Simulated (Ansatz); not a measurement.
# Stack of 1T-SnS2 under alpha-Ga2S3 ferroelectric layer, upper layer turned by 180° in a perpendicular field, part 2 of 2

Wanted: the out-of-plane response of the stack of 1T-SnS2 under alpha-Ga2S3 ferroelectric layer, upper layer turned by 180°. A positive field points along +c.

Ansatz 0.2.0; plane-wave DFT, PBE-D3(BJ), Ansatz PAW.

So far. Step 2 (Relaxing the slab): The lattice constant a goes from 3.675 to 3.626 Å.

### 3. Single point, field 0, start network

A sawtooth potential applies the field, turning back in the middle of the vacuum. With the dipole correction the typed value is the field outside the slab. The induced dipole is small, so the SCF threshold is tight.

The cell differs from the one that the last finished run ended in (c 53.019 → 30.581 Å).

File input.yaml:

```yaml
crystal:
  lattice:
    - [3.6260421362, 0.0, 0.0]
    - [-1.8130210681, 3.1402446052, 0.0]
    - [0.0, 0.0, 30.5808704858]
  atoms:
    - { symbol: S, position: [0.6666666667, 0.3333333333, 0.294301629] }
    - { symbol: Sn, position: [0.0, 0.0, 0.3432580544] }
    - { symbol: S, position: [0.3333333333, 0.6666666667, 0.3922181042] }
    - { symbol: S, position: [0.3333333333, 0.6666666667, 0.5121104469] }
    - { symbol: Ga, position: [0.0, 0.0, 0.5463453709] }
    - { symbol: S, position: [0.0, 0.0, 0.6184173065] }
    - { symbol: Ga, position: [0.6666666667, 0.3333333333, 0.6684404777] }
    - { symbol: S, position: [0.3333333333, 0.6666666667, 0.705698371] }
kpoints:
  mp_grid: { grid: [18, 18, 1] }
  band_path:
    path: [[0, 0, 0], [0.5, 0, 0], [0.33333333, 0.33333333, 0], [0, 0, 0]]
    npoints: 16
hamiltonian:
  xc: pbe
  dispersion: d3bj
scf:
  occupations: { method: fermi_dirac, width: 0.02585 }
  convergence: { dr2_threshold: 1.0e-10 }
efield:
  axis: 3
  dipole_correction: true
  ramp_position: 0.97
  ramp_width: 0.06
  amplitude: 0
output:
  dos: { projected: true, e_range: [-6, 5] }
  write_potential: true
  write_density: true
  volumetric_format: npy
  elf: true
```

Launch:

```sh
ansatz run input.yaml --threads 2 --pin off --max-ram 3072MiB --backend cpu --events-out ev --progress --plain --runs-dir out
```

Numbers of over 12 decimals in the logs are rounded to 6 here.

Output:

```text
[...]
Crystal: 8 atoms, lattice volume = 348.214 Å³
Basis set: ecut = 420 eV, 6739 PW (Γ)
Bands: 43, of which v1, the nominal top of the filled ones, is band 35 counted from 1 (34 counted from 0)
Symmetry: 6 space group operations
[...]
k-points: 37 of 324 (time reversal used)
[...]
SCF iter   1: F=—  HF=-18106.736463 eV  |F-HF|=—  |Δ(HF+E_count)|=         —  Δρ=1.22e-3  dr2=4.08e-2  ethr=1.77e-3  p=-0.035 e·Å  D=-1.80e-2 V/Å  ΔV_dip=0.55 eV  dr2_dipole=1.74e-2  V_vac-E_F(+/−)=6.17/5.61 eV  ⟨swp⟩=10.8  Hψ=8269  notcnv=0  defer=5
efield: sawtooth ramp at fractional position 0.9700 (set: `efield.ramp_position`, or a place that a band, a saddle search or an elastic batch's reference lends), width 0.0600; the density the first Hamiltonian is built on has a dipole p = -0.035 e·Å; the dipole correction subtracts the counter field D = -1.80e-2 V/Å, which shifts the + side's vacuum level by +0.55 eV against the − side's; the planar-averaged density in the ramp window peaks in size at 7.2e-6 e/Å³
[...]
SCF iter   2: F=—  HF=-18106.731934 eV  |F-HF|=—  |Δ(HF+E_count)|=   4.53e-3  Δρ=1.18e-3  dr2=3.03e-2  ethr=5.83e-5  p=-0.094 e·Å  D=-4.90e-2 V/Å  ΔV_dip=1.50 eV  dr2_dipole=8.28e-3  V_vac-E_F(+/−)=6.70/5.21 eV  ⟨swp⟩=3.6  Hψ=2819  notcnv=0  defer=106
[...]
SCF iter  14: F=-18106.727237 eV  HF=-18106.727237 eV  |F-HF|=3.27e-11  |Δ(HF+E_count)|=  1.82e-11  Δρ=3.70e-8  dr2=9.29e-12  ethr=1.00e-12  p=-0.088 e·Å  D=-4.58e-2 V/Å  ΔV_dip=1.40 eV  dr2_dipole=3.15e-12  V_vac-E_F(+/−)=6.68/5.28 eV  ⟨swp⟩=14.0  Hψ=4815  notcnv=0
SCF 1 converged in 14 iterations: F = -18106.727237 eV  dr2 = 9.29e-12
[...]
NSCF: frozen V_eff on 49 k-points
efield: sawtooth ramp at fractional position 0.9700 (kept from the solve that this one continues, or follows in the run), width 0.0600; the density the first Hamiltonian is built on has a dipole p = -0.088 e·Å; the dipole correction subtracts the counter field D = -4.58e-2 V/Å, which shifts the + side's vacuum level by +1.40 eV against the − side's; the planar-averaged density in the ramp window peaks in size at 9.6e-7 e/Å³
WARN: The output density's exchange-correlation potential varies sharply where the density is thin. Do not read a vacuum level from v_tot or v_xc, or from such a field of the output density. On a cell that repeats whose density bears no net charge and no dipole along the vacuum's axis use v_es (v_loc + v_h of the components); under efield.dipole_correction with no amplitude use v_es + v_field, which holds any externa [...]
SCF converged after 14 iterations
Free energy (F): -18106.727237 eV
[...]
Internal energy: -18106.727177 eV  (E = F + TS)
E sigma→0 (E₀):  -18106.727207 eV
Entropy (-TS):   -0.000060 eV (-0.007 meV/atom)
Fermi energy:    0.308953 eV
Dipole field:    D = -0.045827 V/Å  (p = -0.088186 e·Å, saw-weighted, corrected)
Work function:   Φ+ = 6.6815 eV   Φ− = 5.2801 eV
Levels:          The Fermi level and band energies are counted from a zero that moves with the ramp; work functions are not
[...]
--- Band table (eV; the first three rows and the last of 37) ---
  k-point 0: bands = [... 31 lower, -0.1629, -0.1629, -0.0589, -0.0589, 1.4213, 1.9492, 2.8351, 3.1769, ... 4 higher]
  k-point 1: bands = [... 31 lower, -0.4769, -0.3384, -0.0983, 0.0525, 1.5812, 2.1307, 3.0397, 3.3379, ... 4 higher]
  k-point 2: bands = [... 31 lower, -0.7860, -0.6004, -0.3494, 0.1337, 1.8619, 2.5059, 3.4429, 3.6122, ... 4 higher]
  k-point 36: bands = [... 31 lower, -1.8665, -1.7413, -1.7089, -0.1929, 1.4943, 2.7314, 3.4798, 4.6929, ... 4 higher]
```

Run time: 2 min. Hardware: 2 threads of Intel Xeon at 2.50GHz (Skylake/Cascade Lake), shared host; peak memory 0.94 GiB; 3.6 min of CPU time.

This step gave:

```
dipole along the normal            : -0.08819 e·Å
gap along the path                 : 0.2826 eV
smallest direct gap along the path : 0.5361 eV
step between the vacuum levels     : 1.401 eV
ionisation energy, upper face      : 6.838 eV
electron affinity, upper face      : 6.555 eV
ionisation energy, lower face      : 5.436 eV
gap, the smaller of path and mesh  : 0.2826 eV
```

Running mean over a fixed 2.7 Å (it still follows the layers) of the planar mean; the ramp of the sawtooth is left out. Table of electron's electrostatic potential energy less the Fermi level by z:

```csv
z (Å),electron's electrostatic potential energy less the Fermi level (eV)
3.5,5.28
4.0,5.28
4.5,5.28
5.0,5.28
5.5,5.27
6.0,5.25
6.5,5.15
7.0,4.65
7.5,3.10
8.0,1.01
8.5,-1.08
9.0,-2.80
9.5,-4.05
10.0,-4.87
10.5,-5.03
11.0,-4.88
11.5,-4.05
12.0,-2.82
12.5,-1.11
13.0,0.896
13.5,2.65
14.0,2.93
14.5,1.22
15.0,-1.20
15.5,-3.24
16.0,-4.71
16.5,-4.71
17.0,-3.48
17.5,-2.50
18.0,-1.91
18.5,-1.52
19.0,-1.99
19.5,-3.23
20.0,-4.14
20.5,-4.33
21.0,-3.86
21.5,-2.45
22.0,-0.503
22.5,1.77
23.0,4.08
23.5,5.86
24.0,6.51
24.5,6.65
25.0,6.67
25.5,6.68
26.0,6.68
26.5,6.68
27.0,6.68
```

The density of states has structure finer than the step of the table below, so its rows give means over 0.25 eV, whole bins alone (the curve runs from -6 to 2.11 eV). Peaks (eV: height): -4.240: 9.17, -3.550: 10.7, -2.470: 9.67, -2.200: 9.25, -1.920: 9.44, -0.980: 13.1, -0.570: 9.01.

The density of states by energy, zero at the Fermi level of the run, which the smearing sets inside the gap; means over each step:

| energy (eV) | density of states (states/eV a cell) |
| --- | --- |
| -5.75 | 2.06 |
| -5.50 | 2.34 |
| -5.25 | 2.28 |
| -5.00 | 1.73 |
| -4.75 | 2.10 |
| -4.50 | 2.64 |
| -4.25 | 6.72 |
| -4.00 | 4.88 |
| -3.75 | 6.09 |
| -3.50 | 7.08 |
| -3.25 | 4.33 |
| -3.00 | 3.94 |
| -2.75 | 4.60 |
| -2.50 | 6.47 |
| -2.25 | 7.51 |
| -2.00 | 6.80 |
| -1.75 | 7.29 |
| -1.50 | 4.09 |
| -1.25 | 2.61 |
| -1.00 | 5.12 |
| -0.75 | 2.04 |
| -0.50 | 5.64 |
| -0.25 | 2.11 |
| 0.00 | 0.00229 |
| 0.25 | 0.592 |
| 0.50 | 0.765 |
| 0.75 | 0.944 |
| 1.00 | 1.42 |
| 1.25 | 2.07 |
| 1.50 | 1.55 |
| 1.75 | 1.12 |

Projected DOS per atom over height of the atomic layer and energy from the Fermi level. Layers: S Sn S S Ga S Ga S from below.

Values in states/eV, 22 rows by 8 columns, each cell a mean:
```
0.01 0.01 0.01 0.20 0.33 0.07 0.27 0.17
0.39 0.57 0.39 0.01 0.02 0.01 0.01 0.01
0.60 0.77 0.59 0.00 0.01 0.00 0.00 0.00
0.29 0.39 0.29 0.00 0.00 0.00 0.00 0.00
0.21 0.28 0.21 0.00 0.00 0.00 0.00 0.00
0.05 0.06 0.05 0.00 0.00 0.00 0.00 0.00
0.00 0.00 0.00 0.06 0.03 1.38 0.06 1.03
0.00 0.00 0.00 0.13 0.07 1.62 0.11 1.95
0.01 0.00 0.01 0.27 0.12 1.04 0.20 2.47
0.53 0.01 0.52 0.28 0.06 0.80 0.20 0.93
2.43 0.09 2.52 0.54 0.09 0.86 0.28 0.84
1.85 0.14 1.78 0.87 0.13 0.87 0.40 0.86
1.17 0.15 1.07 1.36 0.20 0.89 0.42 0.73
0.58 0.19 0.53 1.56 0.28 0.42 0.30 0.53
0.64 0.29 0.62 1.34 0.40 0.37 0.22 0.35
1.23 0.61 1.22 1.32 0.45 0.91 0.43 0.62
0.78 0.49 0.84 1.23 0.54 0.75 0.35 0.38
0.56 0.40 0.59 0.86 0.49 1.04 0.50 0.47
0.44 0.34 0.46 0.42 0.21 0.07 0.09 0.09
0.41 0.34 0.42 0.16 0.08 0.09 0.13 0.12
0.60 0.58 0.61 0.10 0.05 0.12 0.20 0.17
0.25 0.26 0.25 0.08 0.06 0.19 0.36 0.27
```
Columns: height of the atomic layer (Å) from 9 to 21.6 (not evenly spaced); rows upwards: energy from the Fermi level (eV) from -5.96 to 2.05.

The electronic bands at the labelled points (eV, zero at the Fermi level of the run, which the smearing sets inside the gap):

| point | band 32 | band 33 | band 34 | band 35 | band 36 | band 37 | band 38 | band 39 |
| --- | --- | --- | --- | --- | --- | --- | --- | --- |
| Γ | -0.47 | -0.47 | -0.37 | -0.37 | 1.11 | 1.64 | 2.53 | 2.87 |
| halfway | -1.60 | -1.50 | -0.96 | -0.21 | 1.22 | 2.36 | 2.98 | 3.56 |
| M | -1.95 | -1.71 | -0.94 | -0.41 | 0.13 | 1.70 | 2.06 | 3.17 |
| halfway | -2.20 | -1.93 | -1.44 | -0.56 | 0.88 | 2.36 | 2.81 | 3.94 |
| K | -2.18 | -2.05 | -2.02 | -0.50 | 1.19 | 2.42 | 3.17 | 4.38 |
| halfway | -1.81 | -1.25 | -1.00 | -0.68 | 1.52 | 2.82 | 3.40 | 4.15 |
| Γ | -0.47 | -0.47 | -0.37 | -0.37 | 1.11 | 1.64 | 2.53 | 2.87 |

Valence density in the ca plane at fractional y = 1.000, with atoms of Sn and Ga and S within 0.2 Å of it. It is the smooth field of the valence electrons, not physical close to the nuclei.

Ten steps, logarithmic in the rise over the least value, from '0' (0 e/Å³) to '9' (31 e/Å³), each cell a mean:
```
00000000000000000000013577410000000000015884
00000000000000000000011344210000000000012331
00000000000000000000111111111100000000111110
00000000000000000001111100111110000001111100
00000000000000000001111000111110000001111100
00000000000000000001111111111100000000111100
00000000000000000000011222111000000000111211
00000000000000000000012465310000000000013552
00000000000000000000013687520000000000026994
```
Columns run along c (16.0 Å, from fractional 0.06 to 0.58 of the cell), rows up along a (3.6 Å). Atoms in or near the plane, at fractional coordinates: Sn at (0.34, 0.00), Ga at (0.55, 0.00).

ELF in the ca plane at fractional y = 1.000, with atoms of Sn and Ga and S within 0.2 Å of it. It is the smooth field of the valence electrons, not physical close to the nuclei.

Ten even steps from '0' (0.00) to '9' (0.87), each cell a mean:
```
00122200122100000000122001388437851000000000
12233222233321000001332222378999831122211000
46665322346664200135665422246888522456653200
78887422368887400257887631011333223588876420
78887421368888510268887631000111123589987520
67776422367876300146777532124565323578775310
24454322235543100023454322358999721244432100
01122211222210000001222112379779941011000000
00012100022100000000121011388205851000000000
```
Columns run along c (16.0 Å, from fractional 0.27 to 0.79 of the cell), rows up along a (3.6 Å). Atoms in or near the plane, at fractional coordinates: Sn at (0.34, 0.00), Ga at (0.55, 0.00), S at (0.62, 0.00).

Electrostatic potential energy in the ca plane at fractional y = 1.000, with atoms of Sn and Ga and S within 0.2 Å of it. With pseudopotentials it is smooth inside the atoms' cores, unlike the true potential.

Ten even steps from '0' (-23 eV) to '9' (7 eV), each cell a mean:
```
99873399626899999998850000350000378999999999
99875223247899999999874112675212688889999999
98887644577889999998877667888777887888899999
98777877777788999998777788899998876777889999
98777888877778999998767888999998866677789999
98877766777789999998777778899888877777899999
99886422367889999998876435787546788888999999
99874267336899999998862001462000588899999999
99872599825899999998750000250000278999999999
```
Columns run along c (16.0 Å, from fractional 0.27 to 0.79 of the cell; values clipped at the 3rd and 97th percentile), rows up along a (3.6 Å). Atoms in or near the plane, at fractional coordinates: Sn at (0.34, 0.00), Ga at (0.55, 0.00), S at (0.62, 0.00).

The gap is 0.28 eV, with the valence edge 6.84 eV and the conduction edge 6.56 eV under the upper vacuum level.

### 4. Single point, field 0.1 V/Å

input.yaml: that of step 3 with these lines changed.

```diff
@@ -28,7 +28,6 @@
   dipole_correction: true
-  ramp_position: 0.97
-  ramp_width: 0.06
-  amplitude: 0
+  ramp_position: 0.9591
+  ramp_width: 0.0818
+  amplitude: 0.1
 output:
-  dos: { projected: true, e_range: [-6, 5] }
   write_potential: true
@@ -36,2 +35 @@
   volumetric_format: npy
-  elf: true
```

Output:

```text
[...]
Crystal: 8 atoms, lattice volume = 348.214 Å³
Basis set: ecut = 420 eV, 6739 PW (Γ)
Bands: 43, of which v1, the nominal top of the filled ones, is band 35 counted from 1 (34 counted from 0)
Symmetry: 6 space group operations
[...]
k-points: 37 of 324 (time reversal used)
[...]
k-point 0: bands = [... 31 lower, -0.0990, -0.0990, 0.0068, 0.0068, 1.3568, 1.9817, 2.7619, 3.2447, ... 4 higher]
  k-point 1: bands = [... 31 lower, -0.4087, -0.2736, -0.0347, 0.1171, 1.5141, 2.1658, 2.9665, 3.4049, ... 4 higher]
  k-point 2: bands = [... 31 lower, -0.7208, -0.5352, -0.2844, 0.1978, 1.7904, 2.5461, 3.3698, 3.6765, ... 4 higher]
  k-point 36: bands = [... 31 lower, -1.9466, -1.7846, -1.6439, -0.1217, 1.4202, 2.7878, 3.5246, 4.6669, ... 4 higher]
[key lines of the parts left out:]
SCF converged after 17 iterations
Free energy (F): -18106.722469 eV
Fermi energy:    0.304769 eV
Dipole field:    D = -0.003144 V/Å  (p = -0.006051 e·Å, saw-weighted, corrected)
```

Run time: 2.1 min. Hardware: 2 threads; peak memory 0.93 GiB; 3.9 min of CPU time.

The dipole is -0.00605 e·Å, 0.0821 e·Å from its value without field, and the gap 0.145 eV.

### 5. Atoms held, field -0.1 V/Å

input.yaml: that of step 4 with these lines changed.

```diff
@@ -30,3 +30,3 @@
   ramp_width: 0.0818
-  amplitude: 0.1
+  amplitude: -0.1
 output:
```

Output:

```text
[...]
Crystal: 8 atoms, lattice volume = 348.214 Å³
Basis set: ecut = 420 eV, 6739 PW (Γ)
Bands: 43, of which v1, the nominal top of the filled ones, is band 35 counted from 1 (34 counted from 0)
Symmetry: 6 space group operations
[...]
k-points: 37 of 324 (time reversal used)
[...]
k-point 0: bands = [... 31 lower, -0.2586, -0.2586, -0.1531, -0.1531, 1.5005, 1.9116, 2.9392, 3.0817, ... 4 higher]
  k-point 1: bands = [... 31 lower, -0.5758, -0.4340, -0.1914, -0.0419, 1.6668, 2.0868, 3.1432, 3.2439, ... 4 higher]
  k-point 2: bands = [... 31 lower, -0.8766, -0.6961, -0.4439, 0.0396, 1.9592, 2.4496, 3.5082, 3.5588, ... 4 higher]
  k-point 36: bands = [... 31 lower, -1.8027, -1.7549, -1.6693, -0.2932, 1.5990, 2.6488, 3.4136, 4.6991, ... 4 higher]
[key lines of the parts left out:]
SCF converged after 17 iterations
Free energy (F): -18106.739972 eV
Fermi energy:    0.314343 eV
Dipole field:    D = -0.086431 V/Å  (p = -0.166324 e·Å, saw-weighted, corrected)
```

Elapsed: 2.1 min, on 2 threads; peak memory 0.92 GiB; 3.8 min of CPU time.

The dipole is -0.166 e·Å, -0.0781 e·Å from its value without field, and the gap 0.481 eV.

### 6. Response, atoms held

This step: plane-wave DFT, PBE-D3(BJ), Ansatz PAW; response to a field along the normal, atoms held (Ansatz 0.2.0).

The dipoles give the slope, and the difference of two potentials shows where the field is screened.

Numbers from this step:

- equivalent conductor thickness p/(ε₀AE): 12.73 Å
- distance between the outer atoms: 12.58 Å

Dipole of the cell against applied field:

| applied field (V/Å) | dipole of the cell (e·Å) |
| --- | --- |
| -0.1000 | -0.166 |
| 0.0000 | -0.0882 |
| 0.1000 | -0.00605 |

Local field over the applied field, running mean. From the potentials at -0.1 and 0.1 V/Å; running mean over 2.8 Å. Local field over applied field against z:

z (Å), local field over applied field and a bar:
```
        5      0.997 ##############################
        6      0.970 #############################
        7      0.819 ########################
        8      0.511 ##############
        9      0.213 #####
       10      0.072 
       11      0.065 
       12      0.165 ###
       13      0.354 #########
       14      0.423 ############
       15      0.286 #######
       16      0.129 ##
       17      0.085 #
       18      0.074 
       19      0.066 
       20      0.059 
       21      0.122 ##
       22      0.322 ########
       23      0.645 ###################
       24      0.904 ###########################
       25      0.987 ##############################
       26      0.999 ##############################
```

Electrons, planar mean, per unit field. The induced electron density by z:

```csv
z (Å),induced electron density (e/Å³ per V/Å)
4.5,2.7e-6
5.0,9.6e-6
5.5,3.3e-5
6.0,1.1e-4
6.5,3.2e-4
7.0,9.0e-4
7.5,0.00214
8.0,0.00352
8.5,0.00247
9.0,0.00111
9.5,2.2e-4
10.0,-8.8e-4
10.5,-2.0e-5
11.0,9.1e-4
11.5,-1.7e-4
12.0,-6.8e-4
12.5,-0.00199
13.0,-0.00266
13.5,-0.00111
14.0,6.7e-4
14.5,0.00233
15.0,0.00237
15.5,8.1e-4
16.0,4.4e-4
16.5,-7.8e-4
17.0,-9.2e-4
17.5,8.1e-4
18.0,6.1e-4
18.5,2.9e-4
19.0,3.7e-4
19.5,-0.00150
20.0,-1.6e-4
20.5,0.00107
21.0,1.1e-4
21.5,-0.00109
22.0,-0.00197
22.5,-0.00356
23.0,-0.00245
23.5,-0.00108
24.0,-4.0e-4
24.5,-1.3e-4
25.0,-4.2e-5
25.5,-1.2e-5
26.0,-3.5e-6
```

The smaller of the gaps on the path and on the k-mesh, counted as 0 under 0.03 eV. Table of gap by applied field:

```csv
applied field (V/Å),gap (eV)
-0.1000,0.481
0.0000,0.283
0.1000,0.145
```

By hand: between -0.1 and 0.1 V/Å the dipole changes by 0.1603 e·Å, a slope of 0.8014 e·Å²/V. A perfect conductor of thickness t has p = ε₀AEt, so t = 180.95 × 0.8014 / 11.387 = 12.73 Å (e/ε₀ = 180.95 V·Å, A in Å²).

The induced dipole is that of a conductor 12.73 Å thick.

### 7. What came out

| Item | Value |
| --- | --- |
| gap without field | 0.283 eV |
| ionisation energy, upper face | 6.84 eV |
| electron affinity, upper face | 6.56 eV |
| step between the vacuum levels | 1.40 eV |
| equivalent conductor thickness, atoms held | 12.7 Å |

In words: The induced dipole equals that of a perfect conductor 12.73 Å thick, while the outer atoms lie 12.58 Å apart; an out-of-plane ε follows only once a thickness t is chosen, by 1 − 1/ε = 12.73 Å / t. The two faces differ: the vacuum level above lies 1.40 eV higher than the one below. The gap goes from 0.28 eV to 0.48 eV at -0.1 V/Å. With the field reversed the gap is 0.14 eV at 0.1 V/Å. Semilocal functionals give gaps that are too small, and excitons are not included. Spin-orbit coupling is left out, which matters for the bands of elements this heavy.

[Logs are printed without paths, hosts, clocks, repeated set-up lines and the standing remarks that a program may print on its own settings, such as how far it seeks lower states.]

[Hosts, paths, dates, database ids (printed as entryN), source tags and the programs' standing remarks are cut or masked in the printed files.]

[Maps of the electrostatic potential energy from Ansatz leave out the sawtooth potential of an applied field or a dipole correction, so their vacuum need not be flat; planar profiles and work functions include it.]

[The density of states shown here was stored with 400 of the rows of the run's finer table, so its peaks can read low, often by over a quarter, or be missed, and its means over a window can be off by a tenth or more.]
